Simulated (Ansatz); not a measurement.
## Finding the fault: Σ5 (210)[001] symmetric tilt boundary in Li (2200 atoms)

Program: Ansatz 0.2.0. The cell: 2200 Li.

input.yaml reads:

```yaml
crystal:
  lattice:
    - [38.61, 0.0, 0.0]
    - [0.0, 39.24299, 0.0]
    - [0.0, 0.0, 31.39439]
  atoms:
    - { symbol: Li, position: [0.00027, 0.92026, 0.04959] }
    - { symbol: Li, position: [0.04655, 0.9806, 0.07625] }
    - { symbol: Li, position: [2.0e-05, 0.95916, 0.15015] }
    - { symbol: Li, position: [0.0002, 0.80116, 0.0] }
    - { symbol: Li, position: [0.0455, 0.85921, 0.02423] }
    - { symbol: Li, position: [4.0e-05, 0.8397, 0.10032] }
    - { symbol: Li, position: [0.09088, 0.92072, 0.04924] }
    - { symbol: Li, position: [0.04516, 0.89925, 0.12493] }
    - { symbol: Li, position: [0.9995, 0.87931, 0.20095] }
    - { symbol: Li, position: [0.13634, 0.97979, 0.07639] }
    - { symbol: Li, position: [0.09064, 0.96033, 0.14885] }
    - { symbol: Li, position: [0.04435, 0.94088, 0.22494] }
    - { symbol: Li, position: [0.00051, 0.91941, 0.29976] }
    - { symbol: Li, position: [0.04558, 0.97908, 0.32484] }
    - { symbol: Li, position: [0.99909, 0.96015, 0.40121] }
    - { symbol: Li, position: [0.00057, 0.72019, 0.05023] }
    - { symbol: Li, position: [0.09067, 0.79886, 0.0013] }
    - { symbol: Li, position: [0.0457, 0.78, 0.07469] }
    [... 2176 atom lines left out ...]
    - { symbol: Li, position: [0.63643, 0.15105, 0.6495] }
    - { symbol: Li, position: [0.59059, 0.13098, 0.57495] }
    - { symbol: Li, position: [0.68116, 0.21116, 0.62554] }
    - { symbol: Li, position: [0.63565, 0.19127, 0.55029] }
    - { symbol: Li, position: [0.68114, 0.25081, 0.52527] }
    - { symbol: Li, position: [0.68183, 0.13111, 0.57558] }
kpoints:
  mp_grid: { grid: [1, 1, 1] }
hamiltonian:
  xc: pbe
scf:
  occupations: { method: fermi_dirac, width: 0.1 }
  eigensolver: { kind: { support_functions: { accuracy: fast } } }
  mixing: { beta: 0.2 }
  max_iter: 75
output:
  forces: true
```

Started as:

```console
ansatz run input.yaml --threads 32 --pin off --max-ram 143360MiB --backend cuda --events-out ev --progress --plain --runs-dir out
```

Output:

```text
Error: YAML parse error: error: line 2213 column 47: unknown variant `fast`, expected one of low, medium, high
    --> <input>:2213:47
     |
2211 | scf:
2212 |   occupations: { method: fermi_dirac, width: 0.1 }
2213 |   eigensolver: { kind: { support_functions: { accuracy: fast } } }
     |                                               ^ unknown variant `fast`, expected one of low, medium, high
2214 |   mixing: { beta: 0.2 }
2215 |   max_iter: 75
     |
```

Elapsed: 0.05 s, on 32 threads of Arm Neoverse V2, shared host; peak memory 0.018 GiB; 0.05 s of CPU time.

Q: Name the fault and the fix.

An unknown accuracy word: support_functions.accuracy = "fast".

The fix is to type low, medium or high.

The program refused it before any cycle.

[Logs are printed without paths, hosts, clocks, repeated set-up lines and the standing remarks that a program may print on its own settings, such as how far it seeks lower states.]

[Hosts, paths, dates, database ids (printed as entryN), source tags and the programs' standing remarks are cut or masked in the printed files.]
